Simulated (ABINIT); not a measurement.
# Quasiparticle gap of CsPbCl3 (Pm-3m) in ABINIT

How does a plane-wave GW calculation on CsPbCl3 (Pm-3m) run from the first input to the gap?

Program: ABINIT 10.8.3. Level of theory: PBE and many-body steps on it, plane waves. Results are calculated unless marked as measured.

Report form: the programs' logs are mostly left out.

## 1. The structure

The structure is cubic, space group Pm-3m (No. 221). Conventional cell: a = 5.605 Å, b = 5.605 Å, c = 5.605 Å, α = 90.00°, β = 90.00°, γ = 90.00°. Cs has 12 Cl at 3.96 Å nearest. Nearest to Pb lie 6 Cl at 2.80 Å. Nearest to Cl lie 2 Pb at 2.80 Å and 4 Cs at 3.96 Å. Farther neighbours and most contacts between anions are not listed.

The cell and positions come from the Crystallography Open Database and are kept as given unless a step says otherwise. Spin-orbit coupling is left out unless a step names it.

## 2. Ground state

This step: ABINIT 10.8.3; DFT, PBE, plane waves, norm-conserving pseudopotentials.

The ground-state density comes first.

The input, run.abi:

```
acell 3*1.0 Angstrom
rprim 
  5.605000000000 0.000000000000 0.000000000000
  0.000000000000 5.605000000000 0.000000000000
  0.000000000000 0.000000000000 5.605000000000
ntypat 3
znucl 55 82 17
natom 5
typat 1 2 3 3 3
xred 
  0.000000000000 0.000000000000 0.000000000000
  0.500000000000 0.500000000000 0.500000000000
  0.500000000000 0.500000000000 0.000000000000
  0.000000000000 0.500000000000 0.500000000000
  0.500000000000 0.000000000000 0.500000000000
pp_dirpath "pseudos"
pseudos "Cs.upf, Pb.upf, Cl.upf"
ecut 32
ngkpt 4 4 4
nshiftk 1
shiftk 0 0 0
kptopt 1
chksymbreak 0
nband 32
occopt 1
tolvrs 1e-08
nstep 60
prtwf 0
indata_prefix "in"
outdata_prefix "out"
tmpdata_prefix "tmp"
```

Run with:

```console
$ OMP_NUM_THREADS=1 mpirun -n 4 abinit run.abi > log
```

Wall time 84 s (4 MPI ranks of Arm Neoverse N1, shared host); peak memory 0.43 GiB.

Numbers from this step:

* total energy: -7690.9316 eV
* gap: 1.932 eV
* k of the valence top: 0.5, 0.5, 0.5
* k of the conduction bottom: 0.5, 0.5, 0.5
* least direct gap: 1.932 eV
* pressure: 1.201 GPa

The gap is direct, at (0.500, 0.500, 0.500).

The cutoff was set for levels, not for stress, so the pressure can be off by some GPa.

## 3. Bands along the symmetry lines

The cheap functional maps the bands first; the places of the edges decide which points the dearer methods must see.

run.abi, as its differences from that of step 2:

```diff
@@ -18,12 +18,40 @@
 ecut 32
-ngkpt 4 4 4
-nshiftk 1
-shiftk 0 0 0
-kptopt 1
-chksymbreak 0
-nband 32
-occopt 1
-tolvrs 1e-08
-nstep 60
+iscf -2
+irdden 1
+kptopt 0
+nkpt 26
+kpt 
+  0.00000000 0.00000000 0.00000000
+  0.00000000 0.12500000 0.00000000
+  0.00000000 0.25000000 0.00000000
+  0.00000000 0.37500000 0.00000000
+  0.00000000 0.50000000 0.00000000
+  0.12500000 0.50000000 0.00000000
+  0.25000000 0.50000000 0.00000000
+  0.37500000 0.50000000 0.00000000
+  0.50000000 0.50000000 0.00000000
+  0.37500000 0.37500000 0.00000000
+  0.25000000 0.25000000 0.00000000
+  0.12500000 0.12500000 0.00000000
+  0.00000000 0.00000000 0.00000000
+  0.12500000 0.12500000 0.12500000
+  0.25000000 0.25000000 0.25000000
+  0.37500000 0.37500000 0.37500000
+  0.50000000 0.50000000 0.50000000
+  0.37500000 0.50000000 0.37500000
+  0.25000000 0.50000000 0.25000000
+  0.12500000 0.50000000 0.12500000
+  0.00000000 0.50000000 0.00000000
+  0.50000000 0.50000000 0.50000000
+  0.50000000 0.50000000 0.37500000
+  0.50000000 0.50000000 0.25000000
+  0.50000000 0.50000000 0.12500000
+  0.50000000 0.50000000 0.00000000
+istwfk *1
+nband 33
+nbdbuf 2
+tolwfr 1e-08
+nstep 40
 prtwf 0
+prtvol 0
 indata_prefix "in"
```

Wall time 1.8 min (4 MPI ranks); peak memory 0.44 GiB.

Numbers from this step:

| Item | Value |
| --- | --- |
| gap | 1.932 eV |
| k of the valence top | 0.5, 0.5, 0.5 |
| k of the conduction bottom | 0.5, 0.5, 0.5 |
| least direct gap | 1.932 eV |

The gap is 1.932 eV, as in the run before at this level.

The electronic bands at the labelled points (eV, zero at the top of the highest filled band):

```tsv
point	band 23	band 24	band 25	band 26	band 27	band 28	band 29	band 30
Γ	-2.64	-2.54	-2.54	-2.54	3.34	4.28	4.28	5.19
halfway	-2.69	-2.59	-2.59	-2.44	3.85	4.63	4.69	4.83
X	-2.74	-2.64	-2.64	-1.69	3.02	4.68	5.19	5.33
halfway	-2.73	-2.65	-2.40	-1.46	2.76	4.07	5.10	5.16
M	-2.83	-2.76	-2.22	-0.82	2.52	2.52	4.92	5.38
halfway	-2.66	-2.63	-2.43	-2.26	4.08	4.25	4.63	5.04
Γ	-2.64	-2.54	-2.54	-2.54	3.34	4.28	4.28	5.19
halfway	-2.45	-2.45	-2.44	-2.10	3.91	3.91	3.99	4.88
R	-2.21	-2.21	-2.21	0.00	1.93	1.93	1.93	5.10
halfway	-2.49	-2.46	-2.36	-1.26	2.48	3.67	3.83	5.20
X	-2.74	-2.64	-2.64	-1.69	3.02	4.68	5.19	5.33
jump to R	-2.21	-2.21	-2.21	0.00	1.93	1.93	1.93	5.10
halfway	-2.44	-2.44	-2.22	-0.62	2.22	2.22	3.49	5.46
M	-2.83	-2.76	-2.22	-0.82	2.52	2.52	4.92	5.38
```

## 4. Empty states on the mesh, 2×2×2 mesh, 202 bands

The sums over transitions need many empty states on a uniform mesh; this step solves for them.

The input, run.abi:

```
acell 3*1.0 Angstrom
rprim 
  5.605000000000 0.000000000000 0.000000000000
  0.000000000000 5.605000000000 0.000000000000
  0.000000000000 0.000000000000 5.605000000000
ntypat 3
znucl 55 82 17
natom 5
typat 1 2 3 3 3
xred 
  0.000000000000 0.000000000000 0.000000000000
  0.500000000000 0.500000000000 0.500000000000
  0.500000000000 0.500000000000 0.000000000000
  0.000000000000 0.500000000000 0.500000000000
  0.500000000000 0.000000000000 0.500000000000
pp_dirpath "pseudos"
pseudos "Cs.upf, Pb.upf, Cl.upf"
ecut 32
ngkpt 2 2 2
nshiftk 1
shiftk 0 0 0
kptopt 1
chksymbreak 0
iscf -2
irdden 1
istwfk *1
nband 202
nbdbuf 18
tolwfr 1e-09
nstep 60
prtvol 0
indata_prefix "in"
outdata_prefix "out"
tmpdata_prefix "tmp"
```

It took 2.9 min on 4 MPI ranks; peak memory 0.54 GiB; 11 min of CPU time.

This step gave:

| Item | Value |
| --- | --- |
| gap | 1.932 eV |
| k of the valence top | 0.5, 0.5, 0.5 |
| k of the conduction bottom | 0.5, 0.5, 0.5 |
| least direct gap | 1.932 eV |
| k points computed | 4 |
| lowest point of the top converged band, above the valence top | 46.75 eV |

On this mesh the gap is 1.932 eV.

## 5. Screening, 2×2×2 mesh, 184 bands, screening to 119.7 eV

The RPA dielectric matrix is built and inverted for each q.

This step: RPA screening on PBE, plane waves, norm-conserving pseudopotentials.

run.abi, as its differences from that of step 4:

```diff
@@ -23,10 +23,11 @@
 chksymbreak 0
-iscf -2
-irdden 1
 istwfk *1
-nband 202
-nbdbuf 18
-tolwfr 1e-09
-nstep 60
-prtvol 0
+occopt 1
+irdwfk 1
+optdriver 3
+nband 184
+ecuteps 4.4
+inclvkb 2
+awtr 1
+symchi 1
 indata_prefix "in"
```

Run time: 2.1 min. Hardware: 4 MPI ranks; peak memory 2 GiB.

This step gave:

- ε∞ with local fields, on this mesh, along the program's q direction: 7.218
- the same without local fields: 8.216
- plasma frequency: 20.18 eV
- plane waves in the screening matrix: 515

Local fields lower ε∞ by 12 %. On a Γ-centred mesh this coarse the value itself is usually too large, while a short band sum pulls it down.

## 6. Self-energy, 2×2×2 mesh, 184 bands, screening to 119.7 eV

The self-energy is evaluated for the states that the input lists, and the levels follow from it, in one-shot runs by the linearised quasiparticle equation.

This step: G0W0 on PBE, plane waves, norm-conserving pseudopotentials.

run.abi, as its differences from that of step 5:

```diff
@@ -26,8 +26,17 @@
 irdwfk 1
-optdriver 3
+optdriver 4
 nband 184
+gwcalctyp 0
+ecutsigx 32
+symsigma 1
+nkptgw 2
+kptgw 
+  0.5000000000 0.5000000000 0.5000000000
+  0.0000000000 0.0000000000 0.0000000000
+bdgw 
+  23 29
+  24 29
 ecuteps 4.4
-inclvkb 2
-awtr 1
-symchi 1
+irdscr 1
+ppmodel 1
 indata_prefix "in"
```

It took 63 s on 4 MPI ranks; peak memory 1.7 GiB.

This step gave:

```yaml
g0w0_gap_on_the_points_computed: 3.188 eV
starting_gap_on_the_mesh: 1.932 eV
k_of_the_valence_top: 0.5, 0.5, 0.5
k_of_the_conduction_bottom: 0.5, 0.5, 0.5
z_at_the_valence_top: 0.794
z_at_the_conduction_bottom: 0.822
least_direct_g0w0_gap_on_the_computed_points: 3.188 eV
```

The gap on the mesh goes from 1.93 eV to 3.19 eV, a correction of +1.26 eV.

Limits: finite bands, cutoff and mesh; no spin-orbit coupling; coarse k mesh. v1 is the top filled band, c1 the lowest empty one. Levels before and after the correction, in eV, zero at the valence-band top of each column:

```tsv
	conduction bottom	valence top
Kohn-Sham	1.93	0.00
G0W0	3.19	0.00
```

```tsv
	level	energy (eV)
Kohn-Sham	(0.5 0.5 0.5) v4-v2	-2.214
Kohn-Sham	(0.5 0.5 0.5) v1	0.000
Kohn-Sham	(0.5 0.5 0.5) c1-c3	1.932
G0W0	(0.5 0.5 0.5) v4-v2	-2.731
G0W0	(0.5 0.5 0.5) v1	0.000
G0W0	(0.5 0.5 0.5) c1-c3	3.188
```

## 7. Where the time went

Times are wall times on 4 MPI ranks of Arm Neoverse N1, shared host, good to a factor of about two.

```tsv
step	time	share	memory (GiB)
ground state	84 s	15 %	0.43
bands along the symmetry lines	1.8 min	20 %	0.44
empty states on the mesh	2.9 min	31 %	0.54
screening	2.1 min	23 %	2
self-energy	63 s	11 %	1.7
```

## 8. Summary of results

```
PBE gap              : 1.93 eV, direct
G0W0 gap on the mesh : 3.19 eV
GW settings          : 2×2×2 mesh, 184 bands, screening to 119.7 eV, Godby-Needs plasmon pole
known limits         : not at the basis limit; no spin-orbit coupling; coarse k mesh
```

In words: G0W0 moves the gap on the mesh from 1.93 eV to 3.19 eV (+1.26 eV), with Z of 0.79 and 0.82 at the edges. Local fields lower the RPA ε∞ on this mesh from 8.22 to 7.22; a Γ-centred mesh this coarse tends to raise both, most where the direct gap is narrow, while a short band sum lowers them. Only 2 of the mesh's irreducible points were corrected, so a valley elsewhere could overtake. Bands and cutoff are finite, so the gap is not at the basis limit. The miss can reach some tenths of an eV and take either sign; the mesh is an error of its own. In the G0W0 run levels were corrected at 2 k points alone, so a gap called «on the mesh» is the least over those, and an edge elsewhere would be missed. The 2×2×2 mesh is coarse for this cell, which bears on the long-range parts of exchange and screening. Where an edge is built on 6p states of lead, bismuth or thallium, scalar-relativistic gaps usually stand too wide, by a few tenths to over one eV. This is the ideal cubic cell; many perovskites, halides above all, are cubic only on average, and local tilts or off-centring can widen the gap. The many-body steps are scalar-relativistic: spin-orbit coupling is not in them.

[Paths, hosts, dates, memory and timing lines, banners, echoed tables and standing remarks are left out of the program output.]

[Logs are printed without paths, hosts, clocks, repeated set-up lines and the standing remarks that a program may print on its own settings, such as how far it seeks lower states.]

[Runs of the session that timed out or met a known fault of the program may be left out.]

[Hosts, paths, dates, database ids (printed as entryN), source tags and the programs' standing remarks are cut or masked in the printed files.]

[G0W0 gaps are taken among the corrected bands and points alone; a level outside them can change the order at an edge.]

[Where Ansatz stands beside ABINIT at settings called matched, ABINIT's density can come from a denser mesh and the files from another edition; pairs whose starting gaps differed by over 0.03 eV were left out, so agreement reads better than it is.]
